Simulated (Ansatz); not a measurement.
**Work function of V(100): what the settings cost and change**

Aim: the work function of V(100) against thickness and vacuum, with the cost.

Program: Ansatz 0.2.0. Level of theory: plane-wave DFT, PBE, Ansatz PAW. Results are calculated unless marked as measured.

This is a report of a sequence of runs, with most program output left out.

## (1) Set-up

The cell holds 1 atom: 1 V. Its edges and angles: a = 3.020 Å, b = 3.020 Å, c = 18.000 Å, α = 90.0°, β = 90.0°, γ = 90.0°. Vacuum lies along c.

## (2) Slab, setting 1 layer

A work function rests on the faint tail of the density, so the SCF threshold is tight. The slab grows from one layer, at fixed mesh and 18 Å of vacuum; then the vacuum is varied on one slab.

input.yaml reads:

```yaml
crystal:
  lattice:
    - [3.02, 0.0, 0.0]
    - [0.0, 3.02, 0.0]
    - [0.0, 0.0, 18.0]
  atoms:
    - { symbol: V, position: [0.5, 0.5, 0.5] }
kpoints:
  mp_grid: { grid: [14, 14, 1] }
hamiltonian:
  xc: pbe
scf:
  occupations: { method: fermi_dirac, width: 0.1 }
  convergence: { dr2_threshold: 1.0e-09 }
efield:
  axis: 3
  dipole_correction: true
  ramp_position: 0.97
  ramp_width: 0.06
output:
  write_potential: true
  write_density: true
  volumetric_format: npy
  elf: true
```

On the command line:

```bash
$ ansatz run input.yaml --threads 2 --pin off --max-ram 3072MiB --backend cpu --events-out ev --progress --plain --runs-dir out
```

The job ended after 5.4 s (2 threads of Intel Xeon 6975P-C (Granite Rapids), shared host; peak memory 0.48 GiB).

Numbers from this step:

```
energy at zero smearing   : -2908.3453 eV
work function, upper face : 4.165 eV
```

Running mean over 1.51 Å of the planar mean; the ramp of the sawtooth is left out. Table of electron's electrostatic potential energy less the Fermi level by z:

```
z (Å)  electron's electrostatic potential energy less the Fermi level (eV)
  3.0                                                                 4.16
  3.5                                                                 4.16
  4.0                                                                 4.16
  4.5                                                                 4.16
  5.0                                                                 4.16
  5.5                                                                 4.14
  6.0                                                                 4.10
  6.5                                                                 3.96
  7.0                                                                 3.54
  7.5                                                                 2.28
  8.0                                                               -0.912
  8.5                                                                -4.65
  9.0                                                                -6.62
  9.5                                                                -4.65
 10.0                                                               -0.912
 10.5                                                                 2.28
 11.0                                                                 3.54
 11.5                                                                 3.96
 12.0                                                                 4.10
 12.5                                                                 4.14
 13.0                                                                 4.16
 13.5                                                                 4.16
 14.0                                                                 4.16
 14.5                                                                 4.16
 15.0                                                                 4.16
```

ELF in the ca plane at fractional y = 0.500, with atoms of V within 0.2 Å of it. It is the smooth field of the valence electrons, not physical close to the nuclei.

Ten even steps from '0' (0.00) to '9' (0.75), each cell a mean:
```
00000000000000001245433455320000000000000000
00000000000000000122244322210000000000000000
00000000000000000000499710000000000000000000
00000000000000000000599820000000000000000000
00000000000000000000599810000000000000000000
00000000000000000111377511100000000000000000
00000000000000001233322233210000000000000000
00000000000000001356654566420000000000000000
```
Columns run along c (18.0 Å), rows up along a (3.0 Å). Atoms in or near the plane, at fractional coordinates: V at (0.50, 0.50).

Valence density in the ca plane at fractional y = 0.500, with atoms of V within 0.2 Å of it. It is the smooth field of the valence electrons, not physical close to the nuclei.

Ten steps, logarithmic in the rise over the least value, from '0' (0 e/Å³) to '9' (14 e/Å³), each cell a mean:
```
00000000000000000000111110000000000000000000
00000000000000000000234210000000000000000000
00000000000000000001478620000000000000000000
00000000000000000001599730000000000000000000
00000000000000000001589720000000000000000000
00000000000000000001356410000000000000000000
00000000000000000000122210000000000000000000
00000000000000000000111110000000000000000000
```
Columns run along c (18.0 Å), rows up along a (3.0 Å). Atoms in or near the plane, at fractional coordinates: V at (0.50, 0.50).

Electrostatic potential energy in the ca plane at fractional y = 0.500, with atoms of V within 0.2 Å of it. With pseudopotentials it is smooth inside the atoms' cores, unlike the true potential.

Ten even steps from '0' (-28 eV) to '9' (2 eV), each cell a mean:
```
99999999999999999999887899999999999999999999
99999999999999999998632579999999999999999999
99999999999999999987200058999999999999999999
99999999999999999986001027999999999999999999
99999999999999999986000038999999999999999999
99999999999999999997400168999999999999999999
99999999999999999999866789999999999999999999
99999999999999999999988899999999999999999999
```
Columns run along c (18.0 Å; values clipped at the 3rd and 97th percentile), rows up along a (3.0 Å). Atoms in or near the plane, at fractional coordinates: V at (0.50, 0.50).

The work function is 4.165 eV.

## (3) Run, 2 atoms

System of this step: V(100). The cell holds 2 atoms: 2 V. Cell: a = 3.020 Å, b = 3.020 Å, c = 19.510 Å, α = 90.0°, β = 90.0°, γ = 90.0°. Vacuum lies along c.

input.yaml, the sections that differ from step 2:

```yaml
crystal:
  lattice:
    - [3.02, 0.0, 0.0]
    - [0.0, 3.02, 0.0]
    - [0.0, 0.0, 19.51]
  atoms:
    - { symbol: V, position: [0.5, 0.5, 0.4613018965] }
    - { symbol: V, position: [0.0, 0.0, 0.5386981035] }
output:
  write_potential: true
  write_density: true
  volumetric_format: npy
# kpoints, hamiltonian, scf, efield: as in step 2
```

Wall time 10 s (2 threads); peak memory 0.49 GiB; 19 s of CPU time.

The work function is 3.936 eV, -0.229 eV from the run “1 layer”, at 2.1 times its CPU time.

## (4) Slab, 3 atoms

System of this step: V(100). The cell holds 3 atoms: 3 V. Cell: a = 3.020 Å, b = 3.020 Å, c = 21.020 Å, α = 90.0°, β = 90.0°, γ = 90.0°. Vacuum lies along c.

input.yaml, the sections that differ from step 3:

```yaml
crystal:
  lattice:
    - [3.02, 0.0, 0.0]
    - [0.0, 3.02, 0.0]
    - [0.0, 0.0, 21.02]
  atoms:
    - { symbol: V, position: [0.0, 0.0, 0.4281636537] }
    - { symbol: V, position: [0.5, 0.5, 0.5] }
    - { symbol: V, position: [0.0, 0.0, 0.5718363463] }
# kpoints, hamiltonian, scf, efield, output: as in step 3
```

The job ended after 15 s (2 threads; peak memory 0.53 GiB; 27 s of CPU time).

The work function is 3.819 eV, -0.117 eV from the run “2 layers”, at 1.4 times its CPU time.

## (5) Slab, 4 atoms

System of this step: V(100). The cell holds 4 atoms: 4 V. Cell: a = 3.020 Å, b = 3.020 Å, c = 22.530 Å, α = 90.0°, β = 90.0°, γ = 90.0°. Vacuum lies along c.

input.yaml, the sections that differ from step 4:

```yaml
crystal:
  lattice:
    - [3.02, 0.0, 0.0]
    - [0.0, 3.02, 0.0]
    - [0.0, 0.0, 22.53]
  atoms:
    - { symbol: V, position: [0.5, 0.5, 0.3994673768] }
    - { symbol: V, position: [0.0, 0.0, 0.4664891256] }
    - { symbol: V, position: [0.5, 0.5, 0.5335108744] }
    - { symbol: V, position: [0.0, 0.0, 0.6005326232] }
# kpoints, hamiltonian, scf, efield, output: as in step 4
```

Run time: 18 s. Hardware: 2 threads; peak memory 0.57 GiB; 34 s of CPU time.

The work function is 3.856 eV, +0.037 eV from the run “3 layers”, at 1.3 times its CPU time.

## (6) Slab, 5 atoms

System of this step: V(100). The cell holds 5 atoms: 5 V. Its edges and angles: a = 3.020 Å, b = 3.020 Å, c = 24.040 Å, α = 90.0°, β = 90.0°, γ = 90.0°. Vacuum lies along c.

input.yaml, the sections that differ from step 5:

```yaml
crystal:
  lattice:
    - [3.02, 0.0, 0.0]
    - [0.0, 3.02, 0.0]
    - [0.0, 0.0, 24.04]
  atoms:
    - { symbol: V, position: [0.0, 0.0, 0.3743760399] }
    - { symbol: V, position: [0.5, 0.5, 0.43718802] }
    - { symbol: V, position: [0.0, 0.0, 0.5] }
    - { symbol: V, position: [0.5, 0.5, 0.56281198] }
    - { symbol: V, position: [0.0, 0.0, 0.6256239601] }
# kpoints, hamiltonian, scf, efield, output: as in step 5
```

Wall time 26 s (2 threads); peak memory 0.64 GiB.

The work function is 3.845 eV, -0.011 eV from the run “4 layers”, at 1.4 times its CPU time.

## (7) Run, 6 atoms

System of this step: V(100). The cell holds 6 atoms: 6 V. Cell: a = 3.020 Å, b = 3.020 Å, c = 25.550 Å, α = 90.0°, β = 90.0°, γ = 90.0°. Vacuum lies along c.

input.yaml, the sections that differ from step 6:

```yaml
crystal:
  lattice:
    - [3.02, 0.0, 0.0]
    - [0.0, 3.02, 0.0]
    - [0.0, 0.0, 25.55]
  atoms:
    - { symbol: V, position: [0.5, 0.5, 0.3522504892] }
    - { symbol: V, position: [0.0, 0.0, 0.4113502935] }
    - { symbol: V, position: [0.5, 0.5, 0.4704500978] }
    - { symbol: V, position: [0.0, 0.0, 0.5295499022] }
    - { symbol: V, position: [0.5, 0.5, 0.5886497065] }
    - { symbol: V, position: [0.0, 0.0, 0.6477495108] }
# kpoints, hamiltonian, scf, efield, output: as in step 6
```

Elapsed: 21 s, on 2 threads; peak memory 0.73 GiB.

The work function is 3.847 eV, +0.002 eV from the run “5 layers”, at 0.84 times its CPU time.

## (8) Slab, 8 atoms

System of this step: V(100). The cell holds 8 atoms: 8 V. Cell: a = 3.020 Å, b = 3.020 Å, c = 28.570 Å, α = 90.0°, β = 90.0°, γ = 90.0°. Vacuum lies along c.

input.yaml, the sections that differ from step 7:

```yaml
crystal:
  lattice:
    - [3.02, 0.0, 0.0]
    - [0.0, 3.02, 0.0]
    - [0.0, 0.0, 28.57]
  atoms:
    - { symbol: V, position: [0.5, 0.5, 0.3150157508] }
    - { symbol: V, position: [0.0, 0.0, 0.3678683934] }
    - { symbol: V, position: [0.5, 0.5, 0.4207210361] }
    - { symbol: V, position: [0.0, 0.0, 0.4735736787] }
    - { symbol: V, position: [0.5, 0.5, 0.5264263213] }
    - { symbol: V, position: [0.0, 0.0, 0.5792789639] }
    - { symbol: V, position: [0.5, 0.5, 0.6321316066] }
    - { symbol: V, position: [0.0, 0.0, 0.6849842492] }
# kpoints, hamiltonian, scf, efield, output: as in step 7
```

Run time: 53 s. Hardware: 2 threads; peak memory 0.91 GiB.

The work function is 3.855 eV, +0.008 eV from the run “6 layers”, at 2.2 times its CPU time.

## (9) Run, 10 atoms

System of this step: V(100). The cell holds 10 atoms: 10 V. Cell: a = 3.020 Å, b = 3.020 Å, c = 31.590 Å, α = 90.0°, β = 90.0°, γ = 90.0°. Vacuum lies along c.

input.yaml, the sections that differ from step 8:

```yaml
crystal:
  lattice:
    - [3.02, 0.0, 0.0]
    - [0.0, 3.02, 0.0]
    - [0.0, 0.0, 31.59]
  atoms:
    - { symbol: V, position: [0.5, 0.5, 0.2849002849] }
    - { symbol: V, position: [0.0, 0.0, 0.3327002216] }
    - { symbol: V, position: [0.5, 0.5, 0.3805001583] }
    - { symbol: V, position: [0.0, 0.0, 0.428300095] }
    - { symbol: V, position: [0.5, 0.5, 0.4761000317] }
    - { symbol: V, position: [0.0, 0.0, 0.5238999683] }
    - { symbol: V, position: [0.5, 0.5, 0.571699905] }
    - { symbol: V, position: [0.0, 0.0, 0.6194998417] }
    - { symbol: V, position: [0.5, 0.5, 0.6672997784] }
    - { symbol: V, position: [0.0, 0.0, 0.7150997151] }
# kpoints, hamiltonian, scf, efield, output: as in step 8
```

It took 82 s on 2 threads; peak memory 1.1 GiB; 2.5 min of CPU time.

The work function is 3.855 eV, +0.001 eV from the run “8 layers”, at 1.6 times its CPU time.

## (10) Slab, 13 atoms

System of this step: V(100). The cell holds 13 atoms: 13 V. Its edges and angles: a = 3.020 Å, b = 3.020 Å, c = 36.120 Å, α = 90.0°, β = 90.0°, γ = 90.0°. Vacuum lies along c.

input.yaml, the sections that differ from step 9:

```yaml
crystal:
  lattice:
    - [3.02, 0.0, 0.0]
    - [0.0, 3.02, 0.0]
    - [0.0, 0.0, 36.12]
  atoms:
    - { symbol: V, position: [0.0, 0.0, 0.2491694352] }
    - { symbol: V, position: [0.5, 0.5, 0.2909745293] }
    - { symbol: V, position: [0.0, 0.0, 0.3327796235] }
    - { symbol: V, position: [0.5, 0.5, 0.3745847176] }
    - { symbol: V, position: [0.0, 0.0, 0.4163898117] }
    - { symbol: V, position: [0.5, 0.5, 0.4581949059] }
    - { symbol: V, position: [0.0, 0.0, 0.5] }
    - { symbol: V, position: [0.5, 0.5, 0.5418050941] }
    - { symbol: V, position: [0.0, 0.0, 0.5836101883] }
    - { symbol: V, position: [0.5, 0.5, 0.6254152824] }
    - { symbol: V, position: [0.0, 0.0, 0.6672203765] }
    - { symbol: V, position: [0.5, 0.5, 0.7090254707] }
    - { symbol: V, position: [0.0, 0.0, 0.7508305648] }
# kpoints, hamiltonian, scf, efield, output: as in step 9
```

Run time: 2.5 min. Hardware: 2 threads; peak memory 1.5 GiB; 4.8 min of CPU time.

The work function is 3.855 eV, -0.000 eV from the run “10 layers”, at 2.0 times its CPU time.

## (11) Slab, 7 atoms

System of this step: V(100). The cell holds 7 atoms: 7 V. Its edges and angles: a = 3.020 Å, b = 3.020 Å, c = 19.060 Å, α = 90.0°, β = 90.0°, γ = 90.0°. Vacuum lies along c.

input.yaml, the sections that differ from step 10:

```yaml
crystal:
  lattice:
    - [3.02, 0.0, 0.0]
    - [0.0, 3.02, 0.0]
    - [0.0, 0.0, 19.06]
  atoms:
    - { symbol: V, position: [0.0, 0.0, 0.2623294858] }
    - { symbol: V, position: [0.5, 0.5, 0.3415529906] }
    - { symbol: V, position: [0.0, 0.0, 0.4207764953] }
    - { symbol: V, position: [0.5, 0.5, 0.5] }
    - { symbol: V, position: [0.0, 0.0, 0.5792235047] }
    - { symbol: V, position: [0.5, 0.5, 0.6584470094] }
    - { symbol: V, position: [0.0, 0.0, 0.7376705142] }
# kpoints, hamiltonian, scf, efield, output: as in step 10
```

The job ended after 33 s (2 threads; peak memory 0.66 GiB; 60 s of CPU time).

The work function is 3.846 eV. The program marks this work function as in doubt.

## (12) Slab, 7 atoms (run 2)

The cell differs from the one that the last finished run ended in (c 19.060 → 23.060 Å).

input.yaml, the sections that differ from step 11:

```yaml
crystal:
  lattice:
    - [3.02, 0.0, 0.0]
    - [0.0, 3.02, 0.0]
    - [0.0, 0.0, 23.06]
  atoms:
    - { symbol: V, position: [0.0, 0.0, 0.303555941] }
    - { symbol: V, position: [0.5, 0.5, 0.369037294] }
    - { symbol: V, position: [0.0, 0.0, 0.434518647] }
    - { symbol: V, position: [0.5, 0.5, 0.5] }
    - { symbol: V, position: [0.0, 0.0, 0.565481353] }
    - { symbol: V, position: [0.5, 0.5, 0.630962706] }
    - { symbol: V, position: [0.0, 0.0, 0.696444059] }
# kpoints, hamiltonian, scf, efield, output: as in step 11
```

Wall time 34 s (2 threads); peak memory 0.75 GiB; 64 s of CPU time.

The work function is 3.856 eV, +0.010 eV from the run “7 layers, 10 Å of vacuum”, at 1.1 times its CPU time.

## (13) Slab, 7 atoms (run 3)

The cell differs from the one that the last finished run ended in (c 23.060 → 35.060 Å).

input.yaml, the sections that differ from step 12:

```yaml
crystal:
  lattice:
    - [3.02, 0.0, 0.0]
    - [0.0, 3.02, 0.0]
    - [0.0, 0.0, 35.06]
  atoms:
    - { symbol: V, position: [0.0, 0.0, 0.3707929264] }
    - { symbol: V, position: [0.5, 0.5, 0.4138619509] }
    - { symbol: V, position: [0.0, 0.0, 0.4569309755] }
    - { symbol: V, position: [0.5, 0.5, 0.5] }
    - { symbol: V, position: [0.0, 0.0, 0.5430690245] }
    - { symbol: V, position: [0.5, 0.5, 0.5861380491] }
    - { symbol: V, position: [0.0, 0.0, 0.6292070736] }
# kpoints, hamiltonian, scf, efield, output: as in step 12
```

Run time: 61 s. Hardware: 2 threads; peak memory 0.97 GiB; 2 min of CPU time.

The work function is 3.857 eV, +0.000 eV from the run “7 layers, 14 Å of vacuum”, at 1.9 times its CPU time.

## (14) Side by side

Times are for 2 threads of Intel Xeon 6975P-C (Granite Rapids), shared host. The runs compared:

```
no.                   setting  work function, upper face (eV)     time  memory (GiB)
  1                   1 layer                           4.165    5.4 s          0.48
  2                  2 layers                           3.936     10 s          0.49
  3                  3 layers                           3.819     15 s          0.53
  4                  4 layers                           3.856     18 s          0.57
  5                  5 layers                           3.845     26 s          0.64
  6                  6 layers                           3.847     21 s          0.73
  7                  8 layers                           3.855     53 s          0.91
  8                 10 layers                           3.855     82 s           1.1
  9                 13 layers                           3.855  2.5 min           1.5
 10  7 layers, 10 Å of vacuum                           3.846     33 s          0.66
 11  7 layers, 14 Å of vacuum                           3.856     34 s          0.75
 12  7 layers, 26 Å of vacuum                           3.857     61 s          0.97
```

## (15) Varying the input

System of this step: V(100) monolayer. The cell holds 1 atom: 1 V. Cell: a = 3.020 Å, b = 3.020 Å, c = 18.000 Å, α = 90.0°, β = 90.0°, γ = 90.0°. Vacuum lies along c.

An input spoilt on purpose, to show how the run answers: it repeats the earlier run “1 layer” with basis.ecutrho_ratio to 0, and scf.max_iter set to 75; its output block differs too.

input.yaml, the sections that differ from step 13:

```yaml
crystal:
  lattice:
    - [3.02, 0.0, 0.0]
    - [0.0, 3.02, 0.0]
    - [0.0, 0.0, 18.0]
  atoms:
    - { symbol: V, position: [0.5, 0.5, 0.5] }
scf:
  occupations: { method: fermi_dirac, width: 0.1 }
  convergence: { dr2_threshold: 1.0e-09 }
  max_iter: 75
basis:
  ecutrho_ratio: 0
# kpoints, hamiltonian, efield, output: as in step 13
```

Run time: 0.08 s. Hardware: 2 threads; peak memory 0.09 GiB.

The program refused the input before any cycle.

The program's message: “Error: invalid value for `basis.ecutrho_ratio`: must be in [1, 1024]; got 0”

The fault put into the input: a density cutoff under four times the waves'.

## (16) Outcome

```
work function, 1 layer   : 4.165 eV
work function, 3 layers  : 3.819 eV
work function, 6 layers  : 3.847 eV
work function, 13 layers : 3.855 eV
```

**Reading.** The thickest slab gives 3.85 eV, and the settings tried spread the value from 3.82 to 4.16 eV. At 18 Å of vacuum, the slabs from 3 layers on stay within 0.04 eV of the thickest. Going from 10 to 26 Å of vacuum moves it by 0.010 eV. The program marks the value as in doubt in “7 layers, 10 Å of vacuum”. The ladder's slabs use the tabulated experimental lattice constant (two decimals; a low-temperature value for the alkali metals). This open face is not relaxed here, and relaxation moves such faces by up to a few tenths of an eV. The main runs have no spin polarisation; a magnetic state could lie lower and would change these results. In 2 runs of the series (7 layers, 10 Å of vacuum and 7 layers, 14 Å of vacuum) the program warns that electrons reach the sawtooth's ramp, which makes dipole and work function less sure.

[Logs are printed without paths, hosts, clocks, repeated set-up lines and the standing remarks that a program may print on its own settings, such as how far it seeks lower states.]

[Hosts, paths, dates, database ids (printed as entryN), source tags and the programs' standing remarks are cut or masked in the printed files.]

[Maps of the electrostatic potential energy from Ansatz leave out the sawtooth potential of an applied field or a dipole correction, so their vacuum need not be flat; planar profiles and work functions include it.]
